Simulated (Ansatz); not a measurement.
## Vibrations of species on Si(111), H replaced by CH3 in a 2x2 cell

Aim: bond lengths and vibrational modes of species bound on Si(111), H replaced by CH3 in a 2x2 cell.

Method: DFT PBE, scalar-relativistic, plane waves, PAW; PAW set soft_1, in Ansatz 0.2.0.

Most raw output is cut from this account.

## (1) The bulk crystal behind the slab

The structure is cubic, space group Fd-3m (No. 227). Conventional cell: a = 5.450 Å, b = 5.450 Å, c = 5.450 Å, α = 90.00°, β = 90.00°, γ = 90.00°. Nearest to Si lie 4 Si at 2.36 Å.

## (2) Relaxation of the host

The host crystal is relaxed at the same level, and its volume sets the scale of the cells that follow.

Input file input.yaml:

```yaml
crystal:
  lattice:
    - [0.0, 2.725, 2.725]
    - [2.725, 0.0, 2.725]
    - [2.725, 2.725, 0.0]
  atoms:
    - { symbol: Si, position: [0.0, 0.0, 0.0] }
    - { symbol: Si, position: [0.25, 0.25, 0.25] }
kpoints:
  mp_grid: { grid: [10, 10, 10] }
hamiltonian:
  xc: pbe
  pseudopotentials: { kind: paw, azcp: { folder: soft_1 } }
scf:
  occupations: { method: gaussian, width: 0.02 }
output:
  forces: true
  stress: true
  eigenvalues: true
relax:
  adjacent_minimum: "off"
  f_tol: 0.002
  max_steps: 60
  cell: { stress_tol: 0.02 }
```

The run is started by

```sh
$ ansatz run input.yaml --threads 8 --pin off --max-ram 20480MiB --backend cpu --events-out ev --progress --plain --runs-dir out
```

Run time: 1.5 s. Hardware: 8 threads of Arm Neoverse N1, shared host; peak memory 0.29 GiB; 8.5 s of CPU time.

Relaxation path:

```csv
step,energy less that of the first step (eV),largest force component (eV/Å),pressure (GPa),volume (Å³)
1,0.0000,0.0000,0.99,40.47
2,-0.0013,0.0000,0.24,40.81
3,-0.0014,0.0000,0.00,40.91
4*,-0.0014,0.0000,0.00,40.91
```

Relaxation steps marked * repeat the geometry before them on a plane-wave basis chosen anew for their cell, so energy and pressure can jump there.

The run keeps the 48 symmetry operations that it works with, so distortions that break them were not tested.

```csv
"conventional cell, symmetrised",before,after,change
a (Å),5.450,5.470,+0.4 %
b (Å),5.450,5.470,+0.4 %
c (Å),5.450,5.470,+0.4 %
volume (Å³/atom),20.23,20.46,+1.1 %
```

Final coordinates:

```
Si
1.0
     0.00000    2.73488    2.73488
     2.73488    0.00000    2.73488
     2.73488    2.73488    0.00000
Si
2
Direct
  0.00000 0.00000 0.00000
  0.25000 0.25000 0.25000
```

This step gave:

```
pressure          : 0.004525 GPa
gap on the k-mesh : 0.6174 eV
volume per atom   : 20.46 Å³
```

The forces vanish by symmetry.

The cell grew by 1.1 % in volume.

## (3) Relaxation in the fixed cell: 3 CH3 and 1 H

The slab carries 3 CH3 and 1 H. Its plane takes the lattice constant of the bulk relaxed at this level. The lowest layers and the H atoms that close the back face are held, and the other atoms relax. The program lengthens the typed cell of 25.9 Å along the normal to 45.6 Å, as its cut-off of the electrostatics needs, and moves no atom.

System of this step: 3 CH3 and 1 H on Si(111), H replaced by CH3 in a 2x2 cell. The cell holds 41 atoms: 24 Si, 14 H and 3 C. Its edges and angles: a = 7.735 Å, b = 7.735 Å, c = 45.558 Å, α = 90.0°, β = 90.0°, γ = 120.0°. Vacuum lies along c.

Input file input.yaml:

```yaml
crystal:
  lattice:
    - [7.7354058354, 0.0, 0.0]
    - [-3.8677029177, 6.6990618173, 0.0]
    - [0.0, 0.0, 25.9334502272]
  atoms:
    - { symbol: Si, position: [0.0, 0.0, 0.347913] }
    - { symbol: Si, position: [1.0, 0.5, 0.347913] }
    - { symbol: Si, position: [0.5, 0.0, 0.347913] }
    - { symbol: Si, position: [0.5, 0.5, 0.347913] }
    - { symbol: Si, position: [0.166667, 0.333333, 0.378356] }
    - { symbol: Si, position: [0.166667, 0.833333, 0.378356] }
    - { symbol: Si, position: [0.666667, 0.333333, 0.378356] }
    - { symbol: Si, position: [0.666667, 0.833333, 0.378356] }
[... 29 atom lines left out ...]
    - { symbol: H, position: [0.654267, 0.07398, 0.70975] }
    - { symbol: H, position: [0.426019, 0.080286, 0.70975] }
    - { symbol: H, position: [0.419714, 0.845733, 0.70975] }
    - { symbol: H, position: [0.5, 0.5, 0.678016] }
  periodic: [true, true, false]
kpoints:
  mp_grid: { grid: [4, 4, 1] }
hamiltonian:
  xc: pbe
  pseudopotentials: { kind: paw, azcp: { folder: soft_1 } }
scf:
  occupations: { method: gaussian, width: 0.03 }
output:
  forces: true
  eigenvalues: true
relax:
  adjacent_minimum: "off"
  f_tol: 0.003
  max_steps: 120
  constraints: [{ sites: [0, 1, 2, 3, 4, 5, 6, 7, 24, 25, 26, 27] }]
```

The job ended after 5.7 min (8 threads; peak memory 3.9 GiB; 44 min of CPU time).

Relaxation path:

```csv
step,energy less that of the first step (eV),largest force component (eV/Å)
1,0.0000,1.1549
2,-0.0687,0.3666
3,-0.1053,0.2805
4,-0.1262,0.6078
5,-0.2433,0.2495
6,-0.2602,0.0225
7,-0.2439,0.3523
8,-0.2634,0.0055
9,-0.2640,0.0351
10,-0.2627,0.0893
11,-0.2642,0.0007
12,-0.2642,0.0006
```

Relaxation steps 7, 10 were tried and not accepted.

The run keeps the 3 symmetry operations that it works with, so distortions that break them were not tested.

The atoms that moved most (Å):

```csv
atom,dx,dy,dz,length
H40,-0.667,0.282,0.023,0.724
H35,0.578,0.436,0.023,0.724
H30,0.089,-0.718,0.023,0.724
H32,-0.668,0.257,0.017,0.716
H39,0.557,0.449,0.017,0.716
H34,0.111,-0.707,0.017,0.716
H36,-0.651,0.276,0.029,0.708
H31,0.565,0.426,0.029,0.708
```

Numbers from this step:

- gap on the k-mesh: 1.093 eV

The largest force component left on a free atom is 0.65 meV/Å.

## (4) Modes of the chosen sites: 3 CH3 and 1 H

Only 17 sites are displaced (4 Si, 3 C and 10 H), with their periodic images, and all others stay at rest. This gives the modes that are localised on these sites for less work than the whole matrix.

Input file input.yaml:

```yaml
crystal:
  lattice:
    - [7.7354080612, 0.0, 0.0]
    - [-3.8677040306, 6.6990598897, 0.0]
    - [0.0, 0.0, 45.5581647406]
  atoms:
    - { symbol: Si, position: [0.0, 0.0, 0.1980453892] }
    - { symbol: Si, position: [1.0, 0.5, 0.1980453892] }
    - { symbol: Si, position: [0.5, 0.0, 0.1980453892] }
    - { symbol: Si, position: [0.5, 0.5, 0.1980453892] }
    - { symbol: Si, position: [0.1666666667, 0.3333333333, 0.2153747095] }
    - { symbol: Si, position: [0.1666666667, 0.8333333333, 0.2153747095] }
    - { symbol: Si, position: [0.6666666667, 0.3333333333, 0.2153747095] }
    - { symbol: Si, position: [0.6666666667, 0.8333333333, 0.2153747095] }
[... 29 atom lines left out ...]
    - { symbol: H, position: [0.6131011178, -0.0308219638, 0.4046622647] }
    - { symbol: H, position: [0.5315336405, 0.1473836079, 0.4043932779] }
    - { symbol: H, position: [0.3545874369, 0.8878359925, 0.4045168385] }
    - { symbol: H, position: [0.5, 0.5, 0.3856961488] }
  periodic: [true, true, false]
kpoints:
  mp_grid: { grid: [4, 4, 1] }
hamiltonian:
  xc: pbe
  pseudopotentials: { kind: paw, azcp: { folder: soft_1 } }
scf:
  occupations: { method: gaussian, width: 0.03 }
output:
  eigenvalues: true
phonons:
  method: fd
  supercell: [1, 1, 1]
  displaced_sites: [20, 21, 22, 23, 28, 29, 30, 31, 32, 33, 34, 35, 36, 37, 38, 39, 40]
  rigid_motions: translations
```

It took 27 min on 8 threads; peak memory 7.8 GiB; 3.5 h of CPU time.

The other atoms of the cell are at rest; shares are of the kinetic energy, a minus sign marks an imaginary mode, and where like sites share a mode the one named is one choice of several; the 36 highest of 51 modes. Modes of the displaced sites:

```csv
mode,frequency (cm⁻¹),share of Si (%),share of C (%),share of H (%),site with the largest share,its share (%)
16,331.3,95,0,5,Si22,32
17,343.8,94,0,6,Si22,36
18,343.8,94,0,6,Si21,40
19,366.4,92,0,8,Si22,43
20,366.4,92,0,8,Si21,34
21,374.4,92,0,8,Si23,30
22,615.3,7,0,92,H41,92
23,615.3,7,0,92,H41,92
24,642.9,39,47,14,C29,31
25,642.9,39,47,14,C37,27
26,659.9,40,48,12,C33,16
27,743.6,4,18,77,H40,26
28,743.6,4,18,77,H30,25
29,748.5,4,18,78,H34,15
30,761.6,5,18,77,H32,25
31,761.6,5,18,77,H39,21
32,766.4,5,17,78,H40,14
33,1202.8,0,18,82,H38,18
34,1202.8,0,18,82,H31,15
35,1230.6,0,17,83,H32,10
36,1385.7,0,4,96,H32,15
37,1395.5,0,5,95,H31,34
38,1395.5,0,5,95,H36,27
39,1417.4,0,5,95,H39,27
40,1417.4,0,5,95,H35,25
41,1424.7,0,5,95,H31,17
42,2051.6,3,0,97,H41,97
43,2977.9,0,3,97,H34,15
44,2978.0,0,3,97,H39,24
45,2978.0,0,3,97,H32,30
46,3057.6,0,9,91,H39,16
47,3058.8,0,9,91,H39,29
48,3058.8,0,9,91,H32,31
49,3068.3,0,9,91,H30,28
50,3068.3,0,9,91,H38,30
51,3071.1,0,9,91,H35,16
```

The same force constants with another mass on the added atoms, against the natural mean mass; listed are the real modes with at least half of their motion on these atoms, followed through small steps of mass, less those that pass through avoided crossings, where the squared overlap of new and old mass-weighted patterns is under 0.8. Modes after a change of mass:

```csv
substitution,mode,frequency (cm⁻¹),after (cm⁻¹),ratio
D for H,2,111.0,83.2,1.334
D for H,3,111.0,83.2,1.334
D for H,6,164.8,117.1,1.408
D for H,22,615.3,458.4,1.342
D for H,23,615.3,458.4,1.342
D for H,33,1202.8,937.9,1.282
D for H,34,1202.8,937.9,1.282
D for H,35,1230.6,954.0,1.29
D for H,36,1385.7,1000.7,1.385
D for H,37,1395.5,1008.7,1.383
D for H,38,1395.5,1008.7,1.383
D for H,39,1417.4,1024.8,1.383
D for H,40,1417.4,1024.8,1.383
D for H,41,1424.7,1030.4,1.383
D for H,42,2051.6,1475.3,1.391
D for H,43,2977.9,2136.1,1.394
D for H,44,2978.0,2136.4,1.394
D for H,45,2978.0,2136.4,1.394
D for H,46,3057.6,2262.5,1.351
D for H,47,3058.8,2262.9,1.352
D for H,48,3058.8,2262.9,1.352
D for H,49,3068.3,2270.1,1.352
D for H,50,3068.3,2270.1,1.352
D for H,51,3071.1,2270.8,1.352
```

The highest mode of the block lies at 3071.1 cm⁻¹; the acoustic sum rule moved it by 0.0 cm⁻¹.

## (5) Letting the atoms settle: 4 CH3

The slab carries 4 CH3. Its plane takes the lattice constant of the bulk relaxed at this level. The lowest layers and the H atoms that close the back face are held, and the other atoms relax. The program lengthens the typed cell of 25.9 Å along the normal to 45.6 Å, as its cut-off of the electrostatics needs, and moves no atom.

System of this step: 4 CH3 on Si(111), H replaced by CH3 in a 2x2 cell. The cell holds 44 atoms: 24 Si, 16 H and 4 C. Cell: a = 7.735 Å, b = 7.735 Å, c = 45.558 Å, α = 90.0°, β = 90.0°, γ = 120.0°. Vacuum lies along c.

Input file input.yaml:

```yaml
crystal:
  lattice:
    - [7.7354058354, 0.0, 0.0]
    - [-3.8677029177, 6.6990618173, 0.0]
    - [0.0, 0.0, 25.9334502272]
  atoms:
    - { symbol: Si, position: [0.0, 0.0, 0.347913] }
    - { symbol: Si, position: [1.0, 0.5, 0.347913] }
    - { symbol: Si, position: [0.5, 0.0, 0.347913] }
    - { symbol: Si, position: [0.5, 0.5, 0.347913] }
    - { symbol: Si, position: [0.166667, 0.333333, 0.378356] }
    - { symbol: Si, position: [0.166667, 0.833333, 0.378356] }
    - { symbol: Si, position: [0.666667, 0.333333, 0.378356] }
    - { symbol: Si, position: [0.666667, 0.833333, 0.378356] }
[... 32 atom lines left out ...]
    - { symbol: C, position: [0.5, 0.5, 0.695044] }
    - { symbol: H, position: [0.654267, 0.57398, 0.70975] }
    - { symbol: H, position: [0.426019, 0.580286, 0.70975] }
    - { symbol: H, position: [0.419714, 0.345733, 0.70975] }
  periodic: [true, true, false]
kpoints:
  mp_grid: { grid: [4, 4, 1] }
hamiltonian:
  xc: pbe
  pseudopotentials: { kind: paw, azcp: { folder: soft_1 } }
scf:
  occupations: { method: gaussian, width: 0.03 }
output:
  forces: true
  eigenvalues: true
relax:
  adjacent_minimum: "off"
  f_tol: 0.003
  max_steps: 120
  constraints: [{ sites: [0, 1, 2, 3, 4, 5, 6, 7, 24, 25, 26, 27] }]
```

Elapsed: 4.6 min, on 8 threads; peak memory 4.1 GiB; 36 min of CPU time.

The steps of the relaxation:

```csv
step,energy less that of the first step (eV),largest force component (eV/Å)
1,0.0000,0.4194
2,-0.0744,0.2458
3,-0.1466,0.4774
4,-0.2318,0.6002
5,-0.3659,0.0510
6,-0.3659,0.0505
7,-0.3690,0.1115
8,-0.3702,0.0372
9,-0.3703,0.0017
10,-0.3703,0.0018
```

The run keeps the 12 symmetry operations that it works with, so distortions that break them were not tested.

The atoms that moved most (Å):

```csv
atom,dx,dy,dz,length
H32,-0.618,0.236,0.021,0.662
H40,-0.618,0.236,0.021,0.662
H36,-0.618,0.236,0.021,0.662
H43,0.513,0.417,0.021,0.662
H44,-0.618,0.236,0.021,0.662
H39,0.513,0.417,0.021,0.662
H35,0.513,0.417,0.021,0.662
H31,0.513,0.417,0.021,0.662
```

Numbers from this step:

| Item | Value |
| --- | --- |
| gap on the k-mesh | 1.091 eV |

The largest force component left on a free atom is 1.8 meV/Å.

## (6) Modes of the chosen sites: 4 CH3

Only 20 sites are displaced (4 Si, 4 C and 12 H), with their periodic images, and all others stay at rest. This gives the modes that are localised on these sites for less work than the whole matrix.

Input file input.yaml:

```yaml
crystal:
  lattice:
    - [7.7354080612, 0.0, 0.0]
    - [-3.8677040306, 6.6990598897, 0.0]
    - [0.0, 0.0, 45.5581647406]
  atoms:
    - { symbol: Si, position: [0.0, 0.0, 0.1980453892] }
    - { symbol: Si, position: [1.0, 0.5, 0.1980453892] }
    - { symbol: Si, position: [0.5, 0.0, 0.1980453892] }
    - { symbol: Si, position: [0.5, 0.5, 0.1980453892] }
    - { symbol: Si, position: [0.1666666667, 0.3333333333, 0.2153747095] }
    - { symbol: Si, position: [0.1666666667, 0.8333333333, 0.2153747095] }
    - { symbol: Si, position: [0.6666666667, 0.3333333333, 0.2153747095] }
    - { symbol: Si, position: [0.6666666667, 0.8333333333, 0.2153747095] }
[... 32 atom lines left out ...]
    - { symbol: C, position: [0.5, 0.5, 0.3958685106] }
    - { symbol: H, position: [0.6190879663, 0.4765245675, 0.4044873712] }
    - { symbol: H, position: [0.5234754325, 0.6425633988, 0.4044873712] }
    - { symbol: H, position: [0.3574366012, 0.3809120337, 0.4044873712] }
  periodic: [true, true, false]
kpoints:
  mp_grid: { grid: [4, 4, 1] }
hamiltonian:
  xc: pbe
  pseudopotentials: { kind: paw, azcp: { folder: soft_1 } }
scf:
  occupations: { method: gaussian, width: 0.03 }
output:
  eigenvalues: true
phonons:
  method: fd
  supercell: [1, 1, 1]
  displaced_sites: [20, 21, 22, 23, 28, 29, 30, 31, 32, 33, 34, 35, 36, 37, 38, 39, 40, 41, 42, 43]
  rigid_motions: translations
```

The job ended after 8.8 min (8 threads; peak memory 8.2 GiB; 68 min of CPU time).

The other atoms of the cell are at rest; shares are of the kinetic energy, a minus sign marks an imaginary mode, and where like sites share a mode the one named is one choice of several; the 36 highest of 60 modes. Modes of the displaced sites:

```csv
mode,frequency (cm⁻¹),share of Si (%),share of C (%),share of H (%),site with the largest share,its share (%)
25,636.1,39,47,13,C41,12
26,636.1,39,47,13,C29,12
27,636.1,39,47,13,C37,12
28,658.9,41,48,12,C33,12
29,742.1,4,18,77,H30,11
30,742.1,4,18,77,H40,11
31,745.4,4,17,78,H40,11
32,745.4,4,17,78,H35,11
33,745.4,4,17,78,H30,11
34,765.1,5,17,78,H36,11
35,765.1,5,17,78,H30,11
36,765.1,5,17,78,H43,11
37,1201.1,0,18,82,H43,7
38,1201.1,0,18,82,H40,7
39,1201.1,0,18,82,H34,7
40,1236.3,0,17,83,H44,7
41,1392.9,0,4,96,H36,12
42,1392.9,0,4,96,H38,12
43,1392.9,0,4,96,H31,12
44,1408.3,0,5,95,H38,12
45,1408.3,0,5,95,H35,12
46,1431.0,0,5,95,H31,13
47,1431.0,0,5,95,H42,13
48,1431.0,0,5,95,H40,13
49,2982.1,0,3,97,H40,8
50,2983.4,0,3,97,H35,8
51,2983.4,0,3,97,H38,8
52,2983.4,0,3,97,H44,8
53,3064.4,0,9,91,H44,15
54,3064.4,0,9,91,H38,13
55,3065.8,0,9,91,H38,15
56,3065.8,0,9,91,H31,15
57,3065.8,0,9,91,H36,15
58,3068.2,0,9,91,H43,12
59,3068.2,0,9,91,H40,12
60,3068.2,0,9,91,H34,12
```

The same force constants with another mass on the added atoms, against the natural mean mass; listed are the real modes with at least half of their motion on these atoms, followed through small steps of mass, less those that pass through avoided crossings, where the squared overlap of new and old mass-weighted patterns is under 0.8. Modes after a change of mass:

```csv
substitution,mode,frequency (cm⁻¹),after (cm⁻¹),ratio
D for H,3,125.8,98.7,1.274
D for H,4,125.8,98.7,1.274
D for H,5,125.8,98.7,1.274
D for H,6,183.1,146.4,1.25
D for H,7,183.1,146.4,1.25
D for H,8,183.1,146.4,1.251
D for H,12,210.2,151.5,1.387
D for H,29,742.1,578.3,1.283
D for H,30,742.1,578.3,1.283
D for H,37,1201.1,936.1,1.283
D for H,38,1201.1,936.1,1.283
D for H,39,1201.1,936.1,1.283
D for H,40,1236.3,956.3,1.293
D for H,41,1392.9,1005.9,1.385
D for H,42,1392.9,1005.9,1.385
D for H,43,1392.9,1005.9,1.385
D for H,44,1408.3,1018.6,1.383
D for H,45,1408.3,1018.6,1.383
D for H,46,1431.0,1034.9,1.383
D for H,47,1431.0,1034.9,1.383
D for H,48,1431.0,1034.9,1.383
D for H,49,2982.1,2138.8,1.394
D for H,50,2983.4,2139.8,1.394
D for H,51,2983.4,2139.8,1.394
D for H,52,2983.4,2139.8,1.394
D for H,53,3064.4,2267.8,1.351
D for H,54,3064.4,2267.8,1.351
```

The highest mode of the block lies at 3068.2 cm⁻¹; the acoustic sum rule moved it by 0.0 cm⁻¹.

## (7) The series together

The members are set side by side.

The anchoring bond is the shortest distance from the first added atom to the slab, and like atoms elsewhere in the cell can differ; degenerate modes stand as often as they occur. The species side by side:

```csv
species,coverage (monolayer),anchoring bond,its length (Å),highest level (cm⁻¹),second (cm⁻¹),third (cm⁻¹)
3 CH3 and 1 H,0.75,C-Si,1.912,3071,3068,3068
4 CH3,1,C-Si,1.917,3068,3068,3068
```

## (8) Summary of results

```yaml
highest_mode_of_the_block_of_17_sites_3_ch3_and_1_h: 3071.1 cm⁻¹
highest_mode_of_the_block_of_20_sites_4_ch3: 3068.2 cm⁻¹
```

With 3 CH3 and 1 H the highest mode of the block lies at 3071 cm⁻¹, 91 % on H. With 4 CH3 the highest mode of the block lies at 3068 cm⁻¹, 91 % on H. With all atoms beyond the displaced ones at rest, modes that spread into the slab are only rough; stretches of light atoms, well above the modes of the substrate atoms, are the least affected. Periodic images of the cell move in phase at the zone centre; where a cell holds several like groups, their modes come as in-phase and out-of-phase combinations. Modes of hydrogen are strongly anharmonic, so measured lines can lie well away from these harmonic values. These are harmonic frequencies at zero temperature: anharmonic shifts, linewidths and thermal expansion are left out.

[Logs are printed without paths, hosts, clocks, repeated set-up lines and the standing remarks that a program may print on its own settings, such as how far it seeks lower states.]

[Hosts, paths, dates, database ids (printed as entryN), source tags and the programs' standing remarks are cut or masked in the printed files.]
